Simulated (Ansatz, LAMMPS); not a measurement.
# Structural relaxation of a frame of liquid mixture of acetonitrile and H2O from 300 K (204 atoms), part 3 of 3

Aim: bring a frame of liquid mixture of acetonitrile and H2O from 300 K (204 atoms) to a nearby minimum of the energy and see what moves.

Ansatz 0.2.0; Kohn-Sham DFT, RPBE+D4, PAW (set soft_2), plane waves.

The cell: 58 C, 29 N, 107 H and 10 O. The network of contacts between molecules at the start is that of the classical potential that made the cell. The Brillouin zone is sampled at Γ only, in a cell whose shortest periodic width is 14 Å.

So far, density (g/cm³): step 5 (distances and neighbours after relaxation) 0.908.

### Step 6. Single point at the relaxed geometry

The electronic structure is read at the final geometry, in a run of its own.

The input, input.yaml:

```yaml
crystal:
  lattice:
    - [13.59829, 0.12514, -0.02963]
    - [0.12514, 13.28964, -0.10126]
    - [-0.02963, -0.10126, 13.86469]
  atoms:
    - { symbol: C, position: [0.65906, 0.30495, 0.58173] }
    - { symbol: C, position: [0.74656, 0.36497, 0.595] }
    - { symbol: "N", position: [0.81735, 0.41188, 0.606] }
    - { symbol: H, position: [0.66691, 0.2362, 0.62425] }
    - { symbol: H, position: [0.59327, 0.34805, 0.60424] }
    - { symbol: H, position: [0.65033, 0.28432, 0.5053] }
    - { symbol: C, position: [0.89283, 0.94299, 0.65892] }
    - { symbol: C, position: [0.82466, 0.02724, 0.67364] }
    - { symbol: "N", position: [0.76983, 0.09449, 0.68639] }
    - { symbol: H, position: [0.89955, 0.92615, 0.58154] }
    - { symbol: H, position: [0.96531, 0.96201, 0.688] }
    - { symbol: H, position: [0.86546, 0.87701, 0.6961] }
    - { symbol: C, position: [0.54508, 0.97211, 0.706] }
    - { symbol: C, position: [0.60651, 0.90605, 0.64634] }
    - { symbol: "N", position: [0.65575, 0.85385, 0.59773] }
    - { symbol: H, position: [0.53209, 0.93668, 0.77559] }
    - { symbol: H, position: [0.58227, 0.04385, 0.71749] }
    - { symbol: H, position: [0.47458, 0.98609, 0.66961] }
    - { symbol: C, position: [0.33081, 0.49409, 0.14806] }
    - { symbol: C, position: [0.33895, 0.39897, 0.09526] }
    - { symbol: "N", position: [0.34539, 0.3231, 0.05229] }
    - { symbol: H, position: [0.38665, 0.54544, 0.12224] }
    - { symbol: H, position: [0.257, 0.5273, 0.13783] }
    - { symbol: H, position: [0.34215, 0.48236, 0.22555] }
    - { symbol: C, position: [0.61404, 0.64539, 0.78351] }
    - { symbol: C, position: [0.57413, 0.72775, 0.84243] }
    - { symbol: "N", position: [0.54171, 0.79424, 0.88876] }
    - { symbol: H, position: [0.55369, 0.59828, 0.75768] }
    - { symbol: H, position: [0.6518, 0.67642, 0.72128] }
    - { symbol: H, position: [0.66674, 0.60007, 0.82532] }
    - { symbol: C, position: [0.53254, 0.3854, 0.88907] }
    - { symbol: C, position: [0.55206, 0.45564, 0.96804] }
    [... 166 atom lines left out ...]
    - { symbol: O, position: [0.18066, 0.32791, 0.34508] }
    - { symbol: H, position: [0.15334, 0.33195, 0.28021] }
    - { symbol: H, position: [0.17936, 0.25524, 0.35795] }
    - { symbol: O, position: [0.07303, 0.54037, 0.18789] }
    - { symbol: H, position: [0.06616, 0.46835, 0.19596] }
    - { symbol: H, position: [0.10424, 0.5652, 0.24777] }
kpoints:
  mp_grid: { grid: [1, 1, 1] }
hamiltonian:
  xc: rpbe
  dispersion: d4
scf:
  occupations: { method: fermi_dirac, width: 0.05 }
output:
  forces: true
  stress: true
  populations: true
  dos:
    method: { smearing: { sigma: 0.1 } }
    de: 0.1
    projected: { site_lists: { C: [C], H: [H], "N": ["N"], O: [O] } }
  eigenvalues: true
  write_density: true
  write_potential: true
  volumetric_format: npy
```

Command:

```sh
> ansatz run input.yaml --threads 4 --pin off --max-ram 8192MiB --backend cpu --events-out ev --progress --plain --runs-dir out
```

Numbers of over 12 decimals in the logs are rounded to 6 here.

What it wrote:

```text
[...]
Crystal: 204 atoms, lattice volume = 2505.209 Å³
Basis set: ecut = 420 eV, 48953 PW (Γ), exchange–correlation on 192×180×192 points (8 copies of the dense FFT grid, shifted against one another)
Bands: 476, of which v1, the nominal top of the filled ones, is band 272 counted from 1 (271 counted from 0)
Symmetry: 1 space group operations
[...]
k-points: 1
[...]
SCF iter   1: F=—  HF=-33247.201464 eV  |F-HF|=—  |Δ(HF+E_count)|=         —  Δρ=5.06e-3  dr2=5.51e-1  ethr=1.77e-3  ⟨swp⟩=6.0  Hψ=2166  notcnv=0  defer=57
[...]
SCF iter  11: F=-33247.233357 eV  HF=-33247.233357 eV  |F-HF|=7.59e-9  |Δ(HF+E_count)|=   4.69e-8  Δρ=6.17e-7  dr2=8.83e-9  ethr=1.84e-11  ⟨swp⟩=7.0  Hψ=2333  notcnv=0
SCF 1 converged in 11 iterations: F = -33247.233357 eV  dr2 = 8.83e-9
[...]
WARN: The input density's exchange-correlation potential varies sharply where the density is thin. Do not read a vacuum level from v_tot or v_xc, or from such a field of the output density. On a cell that repeats whose density bears no net charge and no dipole along the vacuum's axis use v_es (v_loc + v_h of the components); [...]
SCF converged after 11 iterations
Free energy (F): -33247.233357 eV
[...]
Internal energy: -33247.233357 eV  (E = F + TS)
E sigma→0 (E₀):  -33247.233357 eV
Fermi energy:    0.620870 eV
[...]
--- Forces (eV/Å), atoms counted from 1 ---
  atom   1  C      0.00346815    -0.00575957     0.00711553
  atom   2  C      0.00149455     0.00643414    -0.01142547
  atom   3  N      0.00066377     0.00036812     0.00505290
  atom   4  H     -0.00487206    -0.00247243    -0.00902520
  atom   5  H     -0.00243684     0.00226150     0.00269482
  atom   6  H      0.00951328    -0.00312579    -0.00343163
  atom   7  C     -0.00397605    -0.00146332     0.00002097
  atom   8  C      0.00234562     0.00226082     0.00182450
  atom   9  N     -0.00036440     0.00030288    -0.00014840
  atom  10  H     -0.00063850    -0.00176978     0.00054172
  atom  11  H      0.00179736     0.00061746    -0.00041298
  atom  12  H      0.00053369    -0.00130614    -0.00256926
  atom  13  C     -0.00394741     0.00538320     0.00144779
  atom  14  C      0.00651116    -0.00271227     0.00154941
[...]
atom 203  H     -0.00175512     0.00874305    -0.00055957
  atom 204  H      0.00049715    -0.00104099    -0.00340037
  max |Σ_I F_I| component: 4.02e-5 eV/Å
--- Stress (GPa, compression-positive) ---
       -0.009784       0.014272      -0.002637
        0.014272      -0.032458      -0.006911
       -0.002637      -0.006911       0.023522
  P = ⅓ Tr σ = -0.0062 GPa (-0.062 kbar)
--- Band table (eV) ---
[...]
--- Löwdin populations: 204 sites ---
  site symbol       q [e]
     0      C      4.4739
     1      C      3.7549
     2      N      5.2452
[...]
203      H      0.6186
  spilling = 0.015559 (of n_electrons = 544.000000)
```

Run time: 26 s. Hardware: 4 threads of Intel Xeon 6975P-C (Granite Rapids), shared host; peak memory 3.5 GiB.

The program notes that the exchange-correlation potential is rough where the density is thin.

The run gave:

| Quantity | Value |
| --- | --- |
| free energy | -33247.2334 eV |
| free energy per atom | -162.9766 eV/atom |
| SCF cycles | 11 |
| pressure | -0.00624 GPa |
| r.m.s. force component | 0.00557 eV/Å |
| longest force | 0.05388 eV/Å |
| Fermi energy | 0.6209 eV |
| gap (highest filled to lowest empty level) | 5.532 eV |
| spilling of the projection | 0.01556 |

Löwdin charges by element and coordination (they lack the spilled electrons, 0.041 e an atom on average):

```tsv
element	coordination	atoms	mean charge (e)	spread	least	most
C	all	58	-0.11	0.361	-0.482	0.277
C	2	29	0.251	0.015	0.229	0.277
C	4	29	-0.471	0.0042	-0.482	-0.460
H	all	107	0.271	0.0555	0.230	0.395
N	all	29	-0.241	0.0074	-0.255	-0.216
O	all	10	-0.717	0.0144	-0.748	-0.701
```

Density of states as counts of states in windows of 1 eV (from the Fermi level), total and the larger projections:

```tsv
from (eV)	to (eV)	total	C p	N p	H s	O p
-10	-9	10.0	0.9	0.5	2.7	5.0
-9	-8	68.0	31.6	1.5	13.3	8.1
-8	-7	95.8	62.2	5.0	25.3	0.5
-7	-6	28.0	14.0	2.1	6.5	3.9
-6	-5	40.4	4.0	20.8	1.0	4.7
-5	-4	133.2	41.5	65.6	9.1	9.0
-4	-3	27.3	5.2	6.6	1.1	14.1
-3	-2	5.2	0.1	0.1	0.0	5.0
-2	2	0.0	0.0	0.0	0.0	0.0
2	3	10.2	3.5	2.8	2.2	0.1
3	4	108.6	44.6	37.5	15.5	0.2
4	5	31.6	4.7	2.9	8.1	0.2
```

Between -22 and -10 eV lie 136 more states.

The levels nearest the highest filled one (over half full), pooled over k-points and spins:

```tsv
level less the highest filled one (eV)	occupation
-0.450	2
-0.361	2
-0.353	2
-0.250	2
-0.0395	2
0	2
5.53	0
5.63	0
5.69	0
5.70	0
5.72	0
5.79	0
```

Valence density in the bc plane at fractional x = 0.059, with atoms of C and N and H and O within 0.2 Å of it. It is the smooth field of the valence electrons, not physical close to the nuclei.

Values in e/Å³, 13 rows by 16 columns, each cell a mean:
```
0.0 0.0 0.0 0.2 0.1 0.0 0.3 1.0 1.0 1.7 2.6 1.0 0.4 1.7 1.9 0.2
0.0 0.0 0.0 0.1 0.1 0.0 0.3 0.5 0.1 0.2 0.2 0.1 0.0 0.1 0.1 0.0
0.0 0.0 0.0 0.0 0.0 0.2 0.3 0.1 0.0 0.1 0.1 0.0 0.0 0.0 0.0 0.0
0.1 0.3 0.3 0.1 0.0 0.7 1.3 0.3 0.0 0.1 0.1 0.0 0.1 0.1 0.0 0.0
0.1 1.1 1.7 0.5 0.1 0.1 0.3 0.2 0.1 0.0 0.0 0.1 0.3 0.3 0.0 0.0
0.0 0.2 0.8 0.7 0.3 0.0 0.0 0.0 0.1 0.1 0.2 0.7 0.3 0.0 0.0 0.0
0.1 0.0 0.1 0.3 0.5 0.0 0.0 0.0 0.0 0.1 1.0 2.2 0.3 0.0 0.2 0.3
0.1 0.1 0.1 0.0 0.0 0.0 0.2 0.2 0.0 0.0 0.3 0.3 0.0 0.0 0.5 0.6
0.0 0.0 0.0 0.0 0.0 0.0 0.1 0.1 0.0 0.0 0.0 0.0 0.0 0.0 0.0 0.0
0.0 0.1 0.1 0.1 0.2 0.2 0.0 0.1 0.6 0.4 0.0 0.0 0.1 0.4 0.1 0.0
0.2 0.8 0.4 0.9 2.1 2.0 0.2 0.6 3.0 1.9 0.1 0.0 0.1 0.1 0.0 0.0
0.0 0.1 0.1 0.2 0.5 0.5 0.1 0.1 0.2 0.1 0.0 0.0 0.0 0.0 0.0 0.0
0.0 0.0 0.0 0.0 0.0 0.0 0.4 0.7 0.3 0.5 0.6 0.3 0.1 0.7 0.8 0.1
```
Columns run along b (13.3 Å), rows up along c (13.9 Å). Atoms in or near the plane, at fractional coordinates: C at (0.57, 0.96), N at (0.66, 0.96), H at (0.43, 0.02), H at (0.43, 0.89), N at (0.30, 0.17), H at (0.07, 0.18), C at (0.15, 0.61), H at (0.92, 0.43), H at (0.73, 0.54), H at (0.80, 0.97), O at (0.54, 0.19), H at (0.47, 0.20).

Electrostatic potential energy in the bc plane at fractional x = 0.059, with atoms of C and N and H and O within 0.2 Å of it. With pseudopotentials it is smooth inside the atoms' cores, unlike the true potential.

Ten even steps from '0' (-32 eV) to '9' (5 eV), each cell a mean:
```
99999999889999987205300000079701100389
99999999668999985456622532599877767799
99999999889999982488988999999999999999
99999999999999999999999999999999999999
99999999999999999999999999999999999999
99999999999998558999999899999999999999
99998999999995117999999999999999999999
99853568999998777889999999999988999999
99852002799999998889999999999988999999
99995001689999999999888999988999999999
99998767777899999999989999831799999999
99999998841799999999999995104899999999
99999999987899999999999982048999998678
89999999999999987899999985589999995158
99999999999999975899999999999999998789
99999999999999999999999999999999999999
99999999999999999999999999999999999999
99999999999999999999988999999985589999
99658887567447999534115999999986699999
98217784011002999533004999999999999999
99888887555226999998779999999999999999
99999999999999999999999999999999999999
99999999999999985699999999999999999999
99999999999999971377744664799987536899
```
Columns run along b (13.3 Å; values clipped at the 3rd and 97th percentile), rows up along c (13.9 Å). Atoms in or near the plane, at fractional coordinates: C at (0.57, 0.96), N at (0.66, 0.96), H at (0.43, 0.02), H at (0.43, 0.89), N at (0.30, 0.17), H at (0.07, 0.18), C at (0.15, 0.61), H at (0.92, 0.43), H at (0.73, 0.54), H at (0.80, 0.97), O at (0.54, 0.19), H at (0.47, 0.20).

Mean Löwdin charges: C -0.11, H +0.27, N -0.24, O -0.72 e (they miss 1.6 % of the electrons, so they add up to more than the cell's charge).

The surroundings of H183, picked at random, nearest first, numbered as they follow in the input and with coordinates relative to it.

```tsv
atom	x	y	z	distance (Å)	bonds	Löwdin charge (e)
H183	0.00	0.00	0.00	0.00	1	0.39
O181	0.38	0.90	0.12	0.98	2	-0.70
H182	-0.33	1.53	-0.11	1.57	1	0.40
N81	-0.16	-1.89	-0.06	1.90	1	-0.22
H185	0.99	1.22	1.75	2.35	1	0.38
H58	2.62	0.06	0.18	2.62	1	0.24
C80	0.14	-3.01	-0.05	3.02	2	0.26
H174	2.03	1.54	-1.76	3.10	1	0.24
O184	1.45	1.57	2.56	3.33	2	-0.71
N51	-1.73	2.90	-0.42	3.40	1	-0.24
```

The column of bonds counts only the pairs H-C within 1.34 Å, H-O within 1.21 Å, C-C within 1.85 Å, C-N within 1.62 Å; other neighbours, such as metal atoms beside each other in a compound, aren't counted, and periodic images can show an atom twice.

### Step 7. Outcome

```
energy change in the relaxation                  : -40.54 meV/atom
r.m.s. displacement                              : 0.767 Å
largest displacement                             : 2.066 Å
free energy per atom                             : -162.9766 eV/atom
pressure                                         : -0.00624 GPa
r.m.s. force component                           : 0.00557 eV/Å
gap (highest filled to lowest empty level) : 5.532 eV
wall time of the 3 DFT runs                      : 15 min
```

Relaxation lowers the energy by 40.5 meV/atom and moves atoms by 0.77 Å r.m.s.; the r.m.s. force component goes from 0.92 to 0.0056 eV/Å, the pressure goes from 0.28 to -0.0062 GPa, and the gap from 4.15 to 5.53 eV. Displacements are taken in the final cell, so they leave out its strain. By the final cutoffs no bond was broken or made. The cell shrank by 1.0 % in volume. First to last step the energy falls by 8.271 eV, across changes of basis; the largest move, 2.07 Å, is that of H6. The H-O bonds change most in mean length: from 1.000 Å (spread 0.000) to 0.983 Å (spread 0.006). With the cutoffs above, 50 % of C atoms have 2 and as many 4, all H atoms have 1, all N atoms have 1 and all O atoms have 2 bonded neighbours. Between filled and empty levels lie 5.53 eV (at Γ alone); a semilocal functional tends to put such gaps too low. In a disordered cell it changes from sample to sample and from frame to frame.

**Limits.** The network of contacts between molecules at the start is that of the classical potential that made the cell; in DFT atoms moved by 0.77 Å r.m.s.

[Logs are printed without paths, hosts, clocks, repeated set-up lines and the standing remarks that a program may print on its own settings, such as how far it seeks lower states.]

[Hosts, paths, dates, database ids (printed as entryN), source tags and the programs' standing remarks are cut or masked in the printed files.]
